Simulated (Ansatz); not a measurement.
# What NaMgI3 (built on the sites of a database entry of CsMgF3) distorts into

Wanted: the energy along a soft mode of NaMgI3 (built on the sites of a database entry of CsMgF3) and the structure at the end.

Method: DFT r2SCAN, scalar-relativistic, plane waves, PAW, in Ansatz 0.2.0.

Most raw output is cut from this account.

The structure was built from a prototype and need not be the compound's stable phase.

**1. The starting structure**

Symmetry: Pm-3m, No. 221, cubic system. The conventional cell has a = 5.788 Å, b = 5.788 Å, c = 5.788 Å, α = 90.00°, β = 90.00°, γ = 90.00°. Nearest to Na lie 12 I at 4.09 Å. Nearest to Mg lie 6 I at 2.89 Å. Nearest to I lie 2 Mg at 2.89 Å. Farther neighbours and most contacts between anions are not listed.

**2. The dispersion**

The cell comes from relaxations at this level that are not shown. Stability and thermal properties need the whole zone. Linear response on a 2×2×2 q mesh gives force constants as far as a supercell of that size would, and the tensors from the zone-centre run are typed in so that the long-range dipole term is interpolated apart.

File input.yaml:

```yaml
crystal:
  lattice:
    - [5.7884207145, 0.0, 0.0]
    - [0.0, 5.7884207145, 0.0]
    - [0.0, 0.0, 5.7884207145]
  atoms:
    - { symbol: Na, position: [0.0, 0.0, 0.0] }
    - { symbol: Mg, position: [0.5, 0.5, 0.5] }
    - { symbol: I, position: [0.0, 0.5, 0.5] }
    - { symbol: I, position: [0.5, 0.0, 0.5] }
    - { symbol: I, position: [0.5, 0.5, 0.0] }
kpoints:
  mp_grid: { grid: [4, 4, 4] }
hamiltonian:
  xc: r2scan
scf:
  occupations: { method: fixed }
output:
  eigenvalues: true
phonons:
  method: dfpt
  qmesh: [2, 2, 2]
  temperatures: { t_max: 1000, t_step: 50 }
  qpath:
    path:
      - [[0.0, 0.0, 0.0], [0.0, 0.5, 0.0], [0.5, 0.5, 0.0], [0.0, 0.0, 0.0], [0.5, 0.5, 0.5], [0.0, 0.5, 0.0]]
      - [[0.5, 0.5, 0.5], [0.5, 0.5, 0.0]]
    npoints: 10
  non_analytic_term:
    high_frequency_dielectric_tensor: [[3.5178, 0.0, 0.0], [0.0, 3.5178, 0.0], [0.0, 0.0, 3.5178]]
    born_effective_charges:
      - { species: Na, tensor: [[1.4138, 0.0, 0.0], [0.0, 1.4138, 0.0], [0.0, 0.0, 1.4138]] }
      - { species: Mg, tensor: [[2.6335, 0.0, 0.0], [0.0, 2.6335, 0.0], [0.0, 0.0, 2.6335]] }
      - { species: I, tensor: [[-2.3493, 0.0, 0.0], [0.0, -0.849, 0.0], [0.0, 0.0, -0.849]] }
      - { species: I, tensor: [[-0.849, 0.0, 0.0], [0.0, -2.3493, 0.0], [0.0, 0.0, -0.849]] }
      - { species: I, tensor: [[-0.849, 0.0, 0.0], [0.0, -0.849, 0.0], [0.0, 0.0, -2.3493]] }
    source: "zone-centre run at this cell"
```

The run is started by

```console
$ ansatz run input.yaml --threads 8 --pin off --max-ram 14336MiB --backend cpu --events-out ev --progress --plain --runs-dir out
```

Run time: 7.7 min. Hardware: 8 threads of Arm Neoverse V2, shared host; peak memory 13 GiB; 59 min of CPU time.

This step gave:

```
gap on the k-mesh                                       : 1.822 eV
volume per atom                                         : 38.79 Å³
sum-rule residual before enforcement                    : 8.39e-5 eV/Å²
lowest frequency on the path                            : -76.25 cm⁻¹
point group                                             : m-3m
highest frequency on the path or at a solved wavevector : 227.7 cm⁻¹
highest optical mode at the zone centre (no LO-TO term) : 162.7 cm⁻¹
lowest optical zone-centre mode                         : -76.25 cm⁻¹
lowest mode on the q mesh (acoustic modes at Γ apart)   : -76.25 cm⁻¹
```

Frequencies (cm⁻¹) solved at each irreducible wavevector; negative means imaginary. Frequencies by wavevector, by row:

```
q in reciprocal lattice units  star  mode 1  mode 2  mode 3  mode 4  mode 13  mode 14  mode 15
                        0 0 0     1   -76.2   -76.2   -76.2       0    162.7    162.7    162.7
                     0 0 -0.5     3   -71.5   -71.5     9.2     9.2    162.4    162.4    209.3
                  0 -0.5 -0.5     3   -66.6   -66.6   -64.8   -48.1    162.3    218.4    218.4
               -0.5 -0.5 -0.5     1   -73.8   -73.8   -73.8   -48.1    225.2    225.2    225.2
```

Interpolated from a 2×2×2 q mesh, with the LO-TO term (at Γ the limit along the path; where Γ stands inside the path, tables give the limit on arrival). The phonon branches at the labelled points (cm⁻¹):

```
    point  branch 1  branch 2  branch 3  branch 4  branch 12  branch 13  branch 14  branch 15
        Γ       -76       -76       -44         0         73        163        163        228
  halfway       -74       -74        -2        12         93        162        162        220
        X       -72       -72         9         9        121        162        162        209
  halfway       -70       -68       -48       -34        117        162        194        213
        M       -67       -67       -65       -48        128        162        218        218
  halfway       -71       -69       -47       -26        102        162        177        218
        Γ       -76       -76       -44         0         73        163        163        228
  halfway       -69       -69       -55       -29        110        182        182        216
        R       -74       -74       -74       -48        139        225        225        225
  halfway       -70       -68       -59       -37        122        187        200        217
        X       -72       -72         9         9        121        162        162        209
jump to R       -74       -74       -74       -48        139        225        225        225
  halfway       -70       -70       -69       -48        131        195        222        222
        M       -67       -67       -65       -48        128        162        218        218
```

Symmetry leaves 4 wavevectors to solve. The lowest mode among them, the acoustic zeros apart, lies at Γ and is imaginary, 76.2i cm⁻¹, so the energy falls along it.

**3. The mode frozen in, largest atomic shift 0 Å**

The mode followed lies at Γ with frequency 76.2i cm⁻¹ and is 3-fold degenerate, the softest among the wavevectors solved. At small amplitude the distorted cell has space group no. 160 by a symmetry search on the positions. The undistorted cell that holds it gives the zero of energy on the same k mesh.

input.yaml, the sections that differ from step 2:

```yaml
scf:
  occupations: { method: gaussian, width: 0.02 }
output:
  forces: true
  stress: true
  eigenvalues: true
# crystal, kpoints, hamiltonian: as in step 2
# phonons: removed
```

Run time: 1.8 s. Hardware: 8 threads; peak memory 1.1 GiB.

This step gave:

| Property | Result |
| --- | --- |
| pressure | 0.001148 GPa |
| energy from the undistorted cell | 0 meV/atom |

At this level the gap is 1.82 eV on the k-mesh of the self-consistent run, which can miss the band edges.

**4. The mode frozen in, largest atomic shift 0.6 Å**

The atoms are moved along the unstable eigenvector, the largest shift by 0.6 Å, with the cell fixed.

input.yaml, the sections that differ from step 3:

```yaml
crystal:
  lattice:
    - [5.7884207145, 0.0, 0.0]
    - [0.0, 5.7884207145, 0.0]
    - [0.0, 0.0, 5.7884207145]
  atoms:
    - { symbol: Na, position: [-0.0598453669, 0.0598453669, 0.0598453669] }
    - { symbol: Mg, position: [0.498183817, 0.501816183, 0.501816183] }
    - { symbol: I, position: [0.0007708374, 0.4947907635, 0.4947907635] }
    - { symbol: I, position: [0.5052092365, -0.0007708374, 0.4947907635] }
    - { symbol: I, position: [0.5052092365, 0.4947907635, -0.0007708374] }
# kpoints, hamiltonian, scf, output: as in step 3
```

Wall time 2.9 s (8 threads); peak memory 0.95 GiB; 21 s of CPU time.

This step gave:

```yaml
pressure: 0.1344 GPa
energy_from_the_undistorted_cell: -16.61 meV/atom
```

The energy, extrapolated to zero smearing, is -16.61 meV/atom against the undistorted cell.

The run ends at a pressure of 0.13 GPa, with forces up to 0.21 eV/Å.

**5. Energy along the mode, all amplitudes (two of the runs are shown above)**

An imaginary frequency means negative curvature, so the energy should fall and then rise again as anharmonic terms take over.

This step gave:

* depth at the lowest point sampled: 16.61 meV/atom
* largest atomic shift at that point: 0.6 Å

Energy from the parent against largest atomic shift:

```
largest atomic shift (Å)  energy from the parent (meV/atom)
                   0.000                                  0
                   0.040                             -0.085
                   0.080                             -0.341
                   0.140                              -1.04
                   0.220                              -2.54
                   0.320                              -5.26
                   0.450                              -9.99
                   0.600                              -16.6
```

Displacement at unit largest shift by atom:

```
atom   x (Å)   y (Å)   z (Å)   size
 Na1  -0.577   0.577   0.577  0.999
 Mg2  -0.018   0.018   0.018  0.031
  I3   0.007  -0.050  -0.050  0.071
  I4   0.050  -0.007  -0.050  0.071
  I5   0.050  -0.050  -0.007  0.071
```

The lowest of the steps tried is the last one, at 0.6 Å, 16.6 meV/atom below the parent; the bottom of the well need not coincide with a step.

**6. Relaxation from the frozen mode**

Starting from the lowest point found, all atoms and the cell are let go, so that strain and other modes of the same symmetry can join in.

Changes to input.yaml since step 4:

```diff
@@ -16,3 +16,3 @@
 scf:
-  occupations: { method: gaussian, width: 0.02 }
+  occupations: { method: fixed }
 output:
@@ -21 +21,10 @@
   eigenvalues: true
+  write_density: true
+  write_potential: true
+  elf: true
+  volumetric_format: npy
+relax:
+  adjacent_minimum: "off"
+  f_tol: 0.002
+  max_steps: 120
+  cell: { stress_tol: 0.03 }
```

Run time: 29 s. Hardware: 8 threads; peak memory 1.1 GiB; 3.6 min of CPU time.

The steps of the relaxation:

```
step  energy less that of the first step (eV)  largest force component (eV/Å)  pressure (GPa)  volume (Å³)
   1                                   0.0000                          0.1232            0.13       193.95
   2                                  -0.0217                          0.1302           -0.04       196.04
   3                                  -0.0734                          0.0965            0.07       196.97
   4                                  -0.0829                          0.0775           -0.49       204.63
   5                                  -0.0777                          0.1370            0.37       200.86
   6                                  -0.0984                          0.0112            0.04       200.33
   7                                  -0.0990                          0.0014            0.00       201.02
  8*                                  -0.0998                          0.0014            0.00       201.02
```

Relaxation steps marked * repeat the geometry before them on a plane-wave basis chosen anew for their cell, so energy and pressure can jump there. Relaxation step 5 was tried and not accepted.

Forces are held to the 6 operations that the run works with; a distortion that breaks them can't arise in this run.

```
conventional cell, symmetrised  before   after  change
                         a (Å)   8.186   8.219  +0.4 %
                         b (Å)   8.186   8.219  +0.4 %
                         c (Å)  10.026  10.307  +2.8 %
              volume (Å³/atom)   38.79   40.20  +3.6 %
```

The atoms that moved most (Å, as changes of fractional coordinates times the final cell):

```
atom      dx      dy      dz  length
 Na1  -0.282   0.282   0.282   0.488
  I3   0.072  -0.082  -0.082   0.137
  I4   0.082  -0.072  -0.082   0.137
  I5   0.082  -0.082  -0.072   0.137
 Mg2   0.045  -0.045  -0.045   0.078
```

This step gave:

* pressure: 0.004076 GPa
* gap on the k-mesh: 1.758 eV
* volume per atom: 40.20 Å³

ELF in the ac plane at fractional y = 0.481, with atoms of Mg and I within 0.2 Å of it. It is the smooth field of the valence electrons, not physical close to the nuclei.

Ten even steps from '_' (0.01) to '@' (0.78), each cell a mean:
```
______++@@@@##------##@@@@**..__
______::##@@%%**++**%%@@%%--____
--::____==%%@@%%%%%%@@%%==____..
%%##--....==%%@@@@@@%%==....--##
@@@@%%==....==++++++==....==%%@@
%%%%@@%%++..____..____..==%%@@%%
++**%%@@%%::__====--__::%%@@%%**
----##@@@@::::==--++..--@@@@##--
----##@@@@::::++====..--@@@@**--
==**%%@@%%::__::--..__--%%@@##**
%%%%@@%%==..__..........==%%@@%%
@@@@%%==....==**####==....==%%@@
%%##==....==%%@@@@@@%%++....==##
==::____==%%@@%%%%%%%%%%==..__::
______::%%@@%%**==++##@@%%--____
______++@@@@##------**@@@@**..__
```
Columns run along a (5.9 Å), rows up along c (5.9 Å). Atoms in or near the plane, at fractional coordinates: Mg at (0.51, 0.49), I at (0.01, 0.48), I at (0.52, 0.99).

Electrostatic potential energy in the ac plane at fractional y = 0.481, with atoms of Mg and I within 0.2 Å of it. With pseudopotentials it is smooth inside the atoms' cores, unlike the true potential.

Values in eV, 16 rows by 16 columns, each cell a mean:
```
  9   9   9   8   6  -3 -14   2   9   3 -13  -5   6   8   8   8
  9   9   9   8   7   1 -11 -12  -7 -12 -12   0   7   8   9   9
  9   9   9   9   8   5  -1  -9 -12  -9  -2   5   8   8   9   9
  8   8   8   8   8   7   4   2   0   2   4   7   8   8   8   8
  3   4   6   7   7   6   4   2   1   2   4   6   7   7   6   4
-11  -9  -1   5   6   4   0  -6  -9  -5   0   4   6   5  -1  -9
 -6 -12 -12   0   4   1  -8 -25 -29 -21  -6   2   4   0 -12 -12
  9   2 -14  -5   2  -2 -18 -32 -32 -31 -12   0   3  -5 -14   3
  9   3 -14  -5   2  -1 -16 -32 -32 -30 -10   1   3  -6 -14   4
 -4 -11 -12   0   4   1  -6 -19 -24 -14  -3   3   4  -1 -13 -10
-12  -9  -1   5   6   4   1  -2  -4  -1   2   5   6   4  -3 -10
  2   3   6   7   7   6   5   3   2   3   5   6   7   7   5   3
  7   8   8   8   8   7   5   2   0   1   4   6   8   8   8   7
  8   8   9   8   8   5  -1 -10 -13 -11  -4   4   7   8   8   8
  8   9   9   8   7   1 -12 -11  -4 -10 -13  -1   6   8   8   8
  8   9   9   8   6  -3 -14   3   9   5 -13  -5   5   8   8   8
```
Columns run along a (5.9 Å; values clipped at the 3rd and 97th percentile), rows up along c (5.9 Å). Atoms in or near the plane, at fractional coordinates: Mg at (0.51, 0.49), I at (0.01, 0.48), I at (0.52, 0.99).

Valence density in the ac plane at fractional y = 0.481, with atoms of Mg and I within 0.2 Å of it. It is the smooth field of the valence electrons, not physical close to the nuclei.

Values in e/Å³, 16 rows by 16 columns, each cell a mean:
```
 0  0  0  0  0  0  2  8 15 10  2  1  0  0  0  0
 0  0  0  0  0  0  1  2  5  3  1  0  0  0  0  0
 0  0  0  0  0  0  0  1  1  1  0  0  0  0  0  0
 0  0  0  0  0  0  0  0  0  0  0  0  0  0  0  0
 0  0  0  0  0  0  0  0  0  0  0  0  0  0  0  0
 1  1  0  0  0  0  0  0  0  0  0  0  0  0  0  1
 5  3  1  0  0  0  0  2  5  2  0  0  0  0  1  3
15  9  2  1  0  0  1 11 22  7  0  0  0  1  2  9
16  9  2  1  0  0  1  8 16  5  0  0  0  1  2 10
 6  3  1  0  0  0  0  1  2  1  0  0  0  0  1  3
 1  1  0  0  0  0  0  0  0  0  0  0  0  0  0  1
 0  0  0  0  0  0  0  0  0  0  0  0  0  0  0  0
 0  0  0  0  0  0  0  0  0  0  0  0  0  0  0  0
 0  0  0  0  0  0  0  1  1  1  0  0  0  0  0  0
 0  0  0  0  0  0  1  3  6  4  1  0  0  0  0  0
 0  0  0  0  0  0  2  9 16 10  2  1  0  0  0  0
```
Columns run along a (5.9 Å), rows up along c (5.9 Å). Atoms in or near the plane, at fractional coordinates: Mg at (0.51, 0.49), I at (0.01, 0.48), I at (0.52, 0.99).

The distorted start has space group R3m; the relaxation ends in R3m.

**7. The new phase in its own primitive cell**

The relaxed structure is symmetrised, reduced to its primitive cell and relaxed tightly, as its phonons need.

File input.yaml:

```yaml
crystal:
  lattice:
    - [4.1096905201, 2.3727309281, 3.4358089861]
    - [-4.1096905201, 2.3727309281, 3.4358089861]
    - [0.0, -4.7454618562, 3.4358089861]
  atoms:
    - { symbol: Na, position: [0.8928491692, 0.8928491692, 0.8928491692] }
    - { symbol: Mg, position: [0.5057529815, 0.5057529815, 0.5057529815] }
    - { symbol: I, position: [0.5190406812, 0.5190406812, 0.0128442474] }
    - { symbol: I, position: [0.0128442474, 0.5190406812, 0.5190406812] }
    - { symbol: I, position: [0.5190406812, 0.0128442474, 0.5190406812] }
kpoints:
  mp_grid: { grid: [6, 6, 6] }
hamiltonian:
  xc: r2scan
scf:
  occupations: { method: fixed }
output:
  forces: true
  stress: true
  eigenvalues: true
relax:
  adjacent_minimum: "off"
  f_tol: 0.001
  max_steps: 60
  cell: { stress_tol: 0.01 }
```

Elapsed: 36 s, on 8 threads; peak memory 1.2 GiB; 4.6 min of CPU time.

Little changed from the start: no atom moved by 0.005 Å and no cell edge by 0.1 %.

This step gave:

```
pressure           : -1.76e-4 GPa
volume per atom    : 40.21 Å³
direct gap on mesh : 2.311 eV
```

The largest force component left is 0.51 meV/Å and the pressure is 0.000 GPa, within the tolerances set. The cell now holds 40.21 Å³/atom.

(Continued in part 2 of 2.)

[Logs are printed without paths, hosts, clocks, repeated set-up lines and the standing remarks that a program may print on its own settings, such as how far it seeks lower states.]

[Hosts, paths, dates, database ids (printed as entryN), source tags and the programs' standing remarks are cut or masked in the printed files.]
